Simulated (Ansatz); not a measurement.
# Localised basis functions on C(111) slab, H on the bottom face (176 atoms), part 2 of 2

Wanted: errors and times of a linear-scaling basis for C(111) slab, H on the bottom face (176 atoms). A setting counts as converged where the r.m.s. difference of forces stays under 1 % of the r.m.s. force.

Ansatz 0.2.0; Kohn-Sham DFT, PBE+D3(BJ), PAW (set soft_2), plane waves.

The cell: 160 C and 16 H. Beside vacuum, support functions can miss their usual error bounds without a warning. The main run has no spin polarisation.

So far. Step 4 (Support functions low): Forces differ from the reference by 2.4 meV/Å r.m.s., 0.17 % of their size, well within a tolerance of 1 %; the energy by -3.9 meV/atom. Step 5 (Support functions medium, radius 2.93 Å): Forces differ from the reference by 2.4 meV/Å r.m.s., 0.16 % of their size, well within a tolerance of 1 %; the energy by -3.9 meV/atom.

## 6. Support functions medium, radius 2.57 Å

Level of this step: Kohn-Sham DFT, PBE+D3(BJ), PAW (set soft_2), localised support functions (medium) (Ansatz).

The radius confines each support function; a larger one gives more freedom and more work per atom.

input.yaml

```yaml
crystal:
  lattice:
    - [10.089, 0.0, 0.0]
    - [-5.0445, 8.73733, 0.0]
    - [0.0, 0.0, 19.84249]
  atoms:
    [... the 176 atom lines of step 2 ...]
kpoints:
  mp_grid: { grid: [2, 2, 1] }
hamiltonian:
  xc: pbe
  dispersion: d3bj
scf:
  occupations: { method: gaussian, width: 0.025 }
  eigensolver: { kind: { support_functions: { accuracy: medium, radius: 2.57 } } }
  mixing: { beta: 0.4 }
  max_iter: 150
output:
  forces: true
  eigenvalues: true
```

Started as:

```sh
ansatz run input.yaml --threads 4 --pin off --max-ram 8192MiB --backend cpu --events-out ev --progress --plain --runs-dir out
```

Numbers of over 12 decimals in the logs are rounded to 6 here.

Log:

```text
Warning: scf.eigensolver.kind.support_functions: disabling space-group detection — the functions' gradient is summed over unrotated k-points, so no spatial operation reduces the k-mesh or symmetrises the density; time reversal is kept, so that k and −k are solved as one point where they differ and the mesh holds both, and exact exchange and, on two spinor components, a DFT+U term hold to it where the run has them: [...]
settings of this run that can trade accuracy for cost: scf.eigensolver.kind.support_functions [...]
Engine: ansatz 0.2.0, aarch64-unknown-linux-gnu
Pseudopotentials: kind: paw
Pseudopotential: C, paw, valence charge 4, recommended cutoff 420 eV (normal), C.paw.azcp
Pseudopotential: H, paw, valence charge 1, recommended cutoff 420 eV (normal), H.paw.azcp
[... 5 lines on functional and potentials left out ...]
Error: SCF: the radius of support functions is under 2.88 Å, the least for these sites at the functions' level (scf.eigensolver.kind.support_functions.accuracy). Use scf.eigensolver.kind: auto, or type scf.eigensolver.kind.support_functions.radius at least as long, [...]
```

It took 1 s on 4 threads of Arm Neoverse V2, shared host; peak memory 0.23 GiB.

The program refuses radii under 2.88 Å for these atoms at this level.

## 7. What each setting buys

Each row is set against the plane-wave reference (Kohn-Sham DFT, PBE+D3(BJ), PAW (set soft_2), plane waves; r.m.s. force component 1.44 eV/Å). Energies are set beside the reference only for runs with its functional, potentials and electron count. Times are for 4 threads of Arm Neoverse V2, shared host. The reference's time includes the DOS, ELF and grids, which some other runs skip.

| run | Δ force, r.m.s. (meV/Å) | share of r.m.s. force (%) | Δ energy (meV/atom) | cycles | time | host memory (GiB) |
| --- | --- | --- | --- | --- | --- | --- |
| reference | - | - | - | 26 | 6.7 min | 5.8 |
| support functions medium | 2.34 | 0.163 | -3.92 | 25 | 6 min | 4.3 |
| support functions low | 2.38 | 0.165 | -3.92 | 22 | 5.4 min | 4.2 |
| support functions medium, radius 2.93 Å | 2.36 | 0.164 | -3.92 | 25 | 5.6 min | 4.1 |

## 8. The reference in detail

With the settings judged, the reference run is read for its physics.

Neighbours are counted within 1.85 Å (C-C), 1.34 Å (C-H).

Length of the force by element and coordination:

| element | coordination | atoms | mean length of the force (eV/Å) | spread | least | most |
| --- | --- | --- | --- | --- | --- | --- |
| C | all | 160 | 2.19 | 1.36 | 0.196 | 5.35 |
| C | 3 | 16 | 4.17 | 0.198 | 3.70 | 4.45 |
| C | 4 | 144 | 1.97 | 1.25 | 0.196 | 5.35 |
| H | all | 16 | 1.26 | 0.727 | 0.221 | 2.85 |

Intrinsic-atomic-orbital charges by element and coordination:

| element | coordination | atoms | mean charge (e) | spread | least | most |
| --- | --- | --- | --- | --- | --- | --- |
| C | all | 160 | -0.0158 | 0.0542 | -0.184 | 0.0513 |
| C | 3 | 16 | -0.0277 | 0.0218 | -0.0789 | -0.0013 |
| C | 4 | 144 | -0.0145 | 0.0566 | -0.184 | 0.0513 |
| H | all | 16 | 0.158 | 0.0141 | 0.129 | 0.181 |

By region:

| region | atoms | mean length of the force (eV/Å) | net charge (e) |
| --- | --- | --- | --- |
| slab | 160 | 2.19 | -2.53 |
| hydrogen | 16 | 1.25 | 2.53 |

Density of states as counts of states in windows of 1 eV (from the Fermi level), total and the larger projections:

| from (eV) | to (eV) | total | C p | C s |
| --- | --- | --- | --- | --- |
| -14 | -13 | 23.2 | 14.2 | 8.3 |
| -13 | -12 | 36.5 | 23.8 | 11.8 |
| -12 | -11 | 32.0 | 20.7 | 10.6 |
| -11 | -10 | 22.6 | 15.6 | 6.0 |
| -10 | -9 | 36.3 | 29.1 | 6.2 |
| -9 | -8 | 50.1 | 42.1 | 6.2 |
| -8 | -7 | 53.2 | 46.1 | 5.3 |
| -7 | -6 | 57.1 | 52.3 | 2.9 |
| -6 | -5 | 65.5 | 60.1 | 3.4 |
| -5 | -4 | 52.7 | 49.6 | 2.0 |
| -4 | -3 | 34.7 | 33.1 | 1.0 |
| -3 | -2 | 21.9 | 20.6 | 0.7 |
| -2 | -1 | 5.9 | 5.8 | 0.0 |
| -1 | 0 | 13.7 | 11.8 | 1.8 |
| 0 | 1 | 19.3 | 16.8 | 2.1 |
| 1 | 2 | 0.0 | 0.0 | 0.0 |
| 2 | 3 | 3.5 | 0.5 | 0.2 |
| 3 | 4 | 11.1 | 3.6 | 2.6 |
| 4 | 5 | 33.4 | 14.5 | 7.6 |

The curve was stored every 0.100 eV, coarse against its broadening of 0.08 eV, so these counts are rough.

Between -23 and -14 eV lie 147 more states.

The levels nearest the highest filled one (over half full), pooled over k-points and spins:

| level less the highest filled one (eV) | occupation |
| --- | --- |
| -0.014 | 1.71 |
| -0.0138 | 1.71 |
| -0.0126 | 1.68 |
| -0.0031 | 1.35 |
| -0.0025 | 1.32 |
| 0 | 1.22 |
| 0.02 | 0.392 |
| 0.0209 | 0.365 |
| 0.0236 | 0.29 |
| 0.0253 | 0.248 |
| 0.0271 | 0.21 |
| 0.0309 | 0.141 |

Planar average of the electrostatic potential energy along the normal, with the Fermi level as zero, after a running mean with a triangular window 4 Å wide at its base:

| height (Å) | potential energy (eV) |
| --- | --- |
| 0.0 | 4.06 |
| 0.6 | 3.83 |
| 1.2 | 3.60 |
| 1.6 | 3.42 |
| 2.2 | 3.18 |
| 2.8 | 2.88 |
| 3.4 | 2.31 |
| 4.0 | 1.25 |
| 4.6 | -1.21 |
| 5.0 | -3.94 |
| 5.6 | -7.56 |
| 6.2 | -10.50 |
| 6.8 | -11.84 |
| 7.3 | -12.09 |
| 7.9 | -12.20 |
| 8.4 | -12.26 |
| 9.0 | -12.29 |
| 9.6 | -12.30 |
| 10.1 | -12.27 |
| 10.7 | -12.23 |
| 11.3 | -12.21 |
| 11.8 | -12.17 |
| 12.3 | -12.08 |
| 12.9 | -11.90 |
| 13.5 | -11.57 |
| 14.1 | -10.88 |
| 14.7 | -8.88 |
| 15.1 | -6.19 |
| 15.7 | -1.87 |
| 16.3 | 2.06 |
| 16.9 | 4.32 |
| 17.5 | 4.83 |
| 18.1 | 4.72 |
| 18.5 | 4.57 |
| 19.1 | 4.34 |
| 19.7 | 4.11 |

Valence density in the ca plane at fractional y = 0.000, with atoms of C and H within 0.2 Å of it. It is the smooth field of the valence electrons, not physical close to the nuclei.

Ten even steps from '0' (0.0 e/Å³) to '9' (1.9 e/Å³), each cell a mean:
```
00000000000003578852001100015886678621001100
00000000000000123542113321124542235421123310
00000000000000001332225752223321013432257531
00000000000000012442124542124421124421245421
00000000000001346752111211124654357521112110
00000000000015999962000000015898799620000000
00000000000002568852001110015887688621001100
00000000000000123542112331124542235421123310
00000000000000001332225753223321013322257631
00000000000000012442124542124421123421245521
00000000000001346752101111125764357521112210
00000000000004999962000000026997789620000000
00000000000003678852001110025886678621001100
00000000000000123542112331124542235421123310
00000000000000001332225753223321013322257531
00000000000000012432124542123321123421245420
00000000000001246742101111124764457621111110
00000000000014999852000000025898799730000000
00000000000003778852000110015876578621011100
00000000000000124542112331124542235521124310
00000000000000001332225653223321013432258631
00000000000000012432124542124421124421246521
00000000000001346752111211125764457521112210
00000000000015999852000000015898899620000000
```
Columns run along c (16.0 Å, from fractional 0.00 to 0.81 of the cell), rows up along a (10.1 Å). Atoms in or near the plane, at fractional coordinates: C at (0.30, 0.25), C at (0.54, 0.25), C at (0.62, 0.25), C at (0.31, 0.50), C at (0.54, 0.50), C at (0.62, 0.50), C at (0.31, 0.75), C at (0.54, 0.75), C at (0.62, 0.75), C at (0.30, 0.00), C at (0.54, 0.00), C at (0.62, 0.00), H at (0.25, 0.25), H at (0.25, 0.50) and more.

ELF in the ca plane at fractional y = 0.000, with atoms of C and H within 0.2 Å of it. It is the smooth field of the valence electrons, not physical close to the nuclei.

Values in units of 1e-1, 13 rows by 16 columns, each cell a mean:
```
0.0 0.0 0.0 1.2 7.5 7.4 6.1 1.9 3.2 1.6 6.1 6.0 5.9 3.1 2.9 2.4
0.0 0.0 0.0 0.1 0.6 1.7 5.9 4.1 8.4 4.4 6.1 2.0 5.3 4.3 7.8 6.9
0.0 0.0 0.0 1.4 8.0 7.8 5.8 1.9 3.2 1.6 6.2 6.0 5.9 3.1 2.7 2.3
0.0 0.0 0.0 1.8 8.9 8.3 4.8 1.5 1.9 1.1 4.8 6.7 4.6 2.8 1.4 1.2
0.0 0.0 0.0 0.1 1.3 2.3 6.1 3.9 8.1 4.2 6.1 2.6 5.5 4.1 7.3 6.6
0.0 0.0 0.0 0.6 5.5 6.1 6.7 2.5 4.7 2.4 6.7 5.0 6.3 3.4 4.7 4.2
0.0 0.0 0.0 1.8 9.4 8.7 3.9 1.3 0.9 0.9 4.1 7.0 3.7 2.6 0.8 0.6
0.0 0.0 0.0 0.2 3.1 3.9 6.6 3.3 6.9 3.6 6.5 3.6 6.1 3.9 6.3 5.4
0.0 0.0 0.0 0.3 3.2 4.1 6.9 3.2 6.6 3.3 6.3 3.6 6.2 4.0 6.0 5.0
0.0 0.0 0.0 2.1 9.4 8.5 3.9 1.2 0.8 0.8 4.0 6.9 3.8 2.6 0.7 0.5
0.0 0.0 0.0 0.7 5.7 6.1 6.8 2.6 5.1 2.5 6.7 4.8 6.8 3.6 4.6 3.9
0.0 0.0 0.0 0.1 1.5 2.6 6.2 3.9 7.9 4.1 6.2 2.4 5.6 4.1 7.5 6.7
0.0 0.0 0.0 1.9 9.2 8.4 4.7 1.4 1.5 1.0 4.9 6.7 4.5 2.7 1.5 1.3
```
Columns run along c (16.0 Å, from fractional 0.00 to 0.81 of the cell), rows up along a (10.1 Å). Atoms in or near the plane, at fractional coordinates: C at (0.30, 0.25), C at (0.54, 0.25), C at (0.62, 0.25), C at (0.31, 0.50), C at (0.54, 0.50), C at (0.62, 0.50), C at (0.31, 0.75), C at (0.54, 0.75), C at (0.62, 0.75), C at (0.30, 0.00), C at (0.54, 0.00), C at (0.62, 0.00), H at (0.25, 0.25), H at (0.25, 0.50) and more.

Mean intrinsic-atomic-orbital charges: C -0.02, H +0.16 e. Charges this small depend on the projection, at times even in sign. By these charges the region 'hydrogen' has given 2.5 e to 'slab'; where the regions aren't neutral units, this includes their ionic charge. Within 0.4 eV of the Fermi level the largest share is C p (87 % of the projected weight). The potential slopes across the vacuum by 0.39 eV/Å: the slab bears a dipole, and with periodic images along the normal there is no flat vacuum level to read.

## 9. Local order

These statistics describe the geometry on which the runs were made.

Normalised to the volume that the atoms fill. g(r), total and by pair (bins of 0.1 Å):

| r (Å) | total | C-C | C-H | H-H |
| --- | --- | --- | --- | --- |
| 0.95 | 0.00 | 0.00 | 0.00 | 0.00 |
| 1.05 | 0.58 | 0.00 | 3.50 | 0.00 |
| 1.15 | 0.17 | 0.00 | 1.03 | 0.00 |
| 1.25 | 0.00 | 0.00 | 0.00 | 0.00 |
| 1.35 | 0.00 | 0.00 | 0.00 | 0.00 |
| 1.45 | 0.32 | 0.39 | 0.00 | 0.00 |
| 1.55 | 6.46 | 7.82 | 0.00 | 0.00 |
| 1.65 | 0.10 | 0.12 | 0.00 | 0.00 |
| 1.75 | 0.00 | 0.00 | 0.00 | 0.00 |
| 1.85 | 0.00 | 0.00 | 0.00 | 0.00 |
| 1.95 | 0.00 | 0.00 | 0.00 | 0.00 |
| 2.05 | 0.00 | 0.00 | 0.00 | 0.00 |
| 2.15 | 0.51 | 0.00 | 3.09 | 0.00 |
| 2.25 | 0.04 | 0.00 | 0.26 | 0.00 |
| 2.35 | 0.00 | 0.00 | 0.00 | 0.00 |
| 2.45 | 1.64 | 1.84 | 0.00 | 13.80 |
| 2.55 | 6.05 | 6.97 | 0.00 | 35.40 |
| 2.65 | 0.08 | 0.04 | 0.32 | 0.00 |
| 2.75 | 0.63 | 0.00 | 3.84 | 0.00 |
| 2.85 | 0.10 | 0.12 | 0.00 | 0.00 |
| 2.95 | 4.59 | 5.56 | 0.00 | 0.00 |
| 3.05 | 0.34 | 0.41 | 0.00 | 0.00 |
| 3.15 | 0.00 | 0.00 | 0.00 | 0.00 |
| 3.25 | 0.05 | 0.00 | 0.27 | 0.00 |
| 3.35 | 0.19 | 0.00 | 1.14 | 0.00 |
| 3.45 | 0.21 | 0.01 | 1.22 | 0.00 |
| 3.55 | 1.44 | 1.72 | 0.08 | 0.00 |
| 3.65 | 0.19 | 0.23 | 0.00 | 0.00 |
| 3.75 | 0.00 | 0.00 | 0.00 | 0.00 |
| 3.85 | 1.96 | 2.33 | 0.22 | 0.00 |
| 3.95 | 1.11 | 1.19 | 0.80 | 0.00 |
| 4.05 | 0.00 | 0.00 | 0.00 | 0.00 |
| 4.15 | 0.25 | 0.00 | 1.49 | 0.00 |
| 4.25 | 0.16 | 0.02 | 0.88 | 0.36 |
| 4.35 | 3.85 | 4.47 | 0.28 | 13.00 |
| 4.45 | 0.77 | 0.76 | 0.72 | 3.00 |
| 4.55 | 0.42 | 0.35 | 0.83 | 0.00 |
| 4.65 | 2.20 | 2.55 | 0.59 | 0.00 |
| 4.75 | 0.04 | 0.02 | 0.13 | 0.00 |
| 4.85 | 0.00 | 0.00 | 0.00 | 0.00 |
| 4.95 | 0.27 | 0.11 | 1.08 | 0.26 |
| 5.05 | 1.61 | 1.79 | 0.21 | 11.80 |
| 5.15 | 0.23 | 0.07 | 1.04 | 0.25 |
| 5.25 | 2.31 | 2.69 | 0.58 | 0.00 |

Bonds by pair of elements; cutoffs follow the first minimum of g(r), held within bounds set by covalent radii, and pairs that aren't listed don't count as bonded:

| pair A-B | cutoff (Å) | bonds | mean length (Å) | spread (Å) | shortest (Å) | B about A | A about B |
| --- | --- | --- | --- | --- | --- | --- | --- |
| C-C | 1.85 | 304 | 1.54 | 0.026 | 1.48 | 3.8 | 3.8 |
| C-H | 1.34 | 16 | 1.08 | 0.034 | 1.03 | 0.1 | 1 |

How many atoms have how many bonded neighbours:

| element | mean | 1 | 3 | 4 |
| --- | --- | --- | --- | --- |
| C | 3.9 | 0 | 16 | 144 |
| H | 1 | 16 | 0 | 0 |

First main peaks of g(r), for some of the pairs, lie near 1.54 Å (C-C), 1.07 Å (C-H) and 2.52 Å (H-H). By these cutoffs 90 % of C atoms have 4 and all H atoms have 1 bonded neighbour.

A closer look about C59, which has 3 bonded neighbours where the commonest count for C is 4: 13 atoms, nearest first, numbered in the order of the input, with positions taken from that point.

| atom | x | y | z | distance (Å) | bonds | intrinsic-atomic-orbital charge (e) | Fx | Fy | Fz (eV/Å) |
| --- | --- | --- | --- | --- | --- | --- | --- | --- | --- |
| C59 | 0.00 | 0.00 | 0.00 | 0.00 | 3 | -0.03 | 0.03 | 0.80 | -3.89 |
| C50 | -0.02 | -1.42 | -0.49 | 1.51 | 4 | -0.03 | -0.47 | -0.38 | 4.40 |
| C60 | 1.24 | 0.74 | -0.53 | 1.54 | 4 | -0.02 | -0.40 | 0.95 | 4.22 |
| C30 | -1.29 | 0.76 | -0.51 | 1.59 | 4 | -0.03 | 0.08 | -0.56 | 4.85 |
| C99 | 2.49 | 0.05 | 0.01 | 2.49 | 3 | -0.04 | -0.07 | -0.65 | -4.09 |
| C89 | 1.24 | -2.17 | 0.01 | 2.50 | 3 | -0.05 | -0.34 | 0.17 | -4.15 |
| C49 | -1.30 | -2.14 | 0.01 | 2.50 | 3 | -0.01 | -0.33 | -0.43 | -4.38 |
| C57 | 1.22 | 0.78 | -2.06 | 2.52 | 4 | 0.02 | 0.13 | -0.73 | -1.33 |
| C47 | -0.08 | -1.43 | -2.08 | 2.52 | 4 | 0.05 | 1.80 | 0.22 | -0.02 |
| C159 | 1.23 | 2.20 | -0.03 | 2.53 | 3 | 0.00 | -0.12 | 0.33 | -3.99 |
| C27 | -1.28 | 0.75 | -2.05 | 2.53 | 4 | 0.04 | -0.57 | -0.17 | -1.03 |
| C29 | -2.56 | 0.02 | -0.04 | 2.56 | 3 | 0.00 | 0.09 | 0.61 | -3.65 |
| C139 | -1.32 | 2.21 | 0.01 | 2.57 | 3 | -0.05 | 0.39 | 0.14 | -4.01 |

The column of bonds counts only the pairs C-C within 1.85 Å, C-H within 1.34 Å; other neighbours, such as metal atoms beside each other in a compound, aren't counted, and periodic images can show an atom twice.

## 10. Outcome

- free energy per atom: -229.3870 eV/atom
- r.m.s. force component: 1.44 eV/Å
- wall time of the 4 DFT runs: 24 min

In words: Against plane waves at 420 eV, the forces differ by 2.3 meV/Å (0.16 %) with support functions medium. Differences between support functions and plane waves include what basis error the plane-wave run still has. The force difference hardly changes among these support-function runs, which points to the basis of the plane-wave reference as its main source.

20 levels are partly filled, by over 2 % (on the run's k-points): no clear gap opens at this level. Levels of broken or missing bonds inside a gap of the host would look the same. With the cutoffs above, 90 % of C atoms have 4 and all H atoms have 1 bonded neighbour.

What to keep in mind: The geometry was built by rule, was displaced at random and isn't relaxed at this level: its force components are 1.4 eV/Å r.m.s. The slab bears a dipole and has periodic images along its normal, so a spurious field crosses the vacuum.

[Logs are printed without paths, hosts, clocks, repeated set-up lines and the standing remarks that a program may print on its own settings, such as how far it seeks lower states.]

[Hosts, paths, dates, database ids (printed as entryN), source tags and the programs' standing remarks are cut or masked in the printed files.]
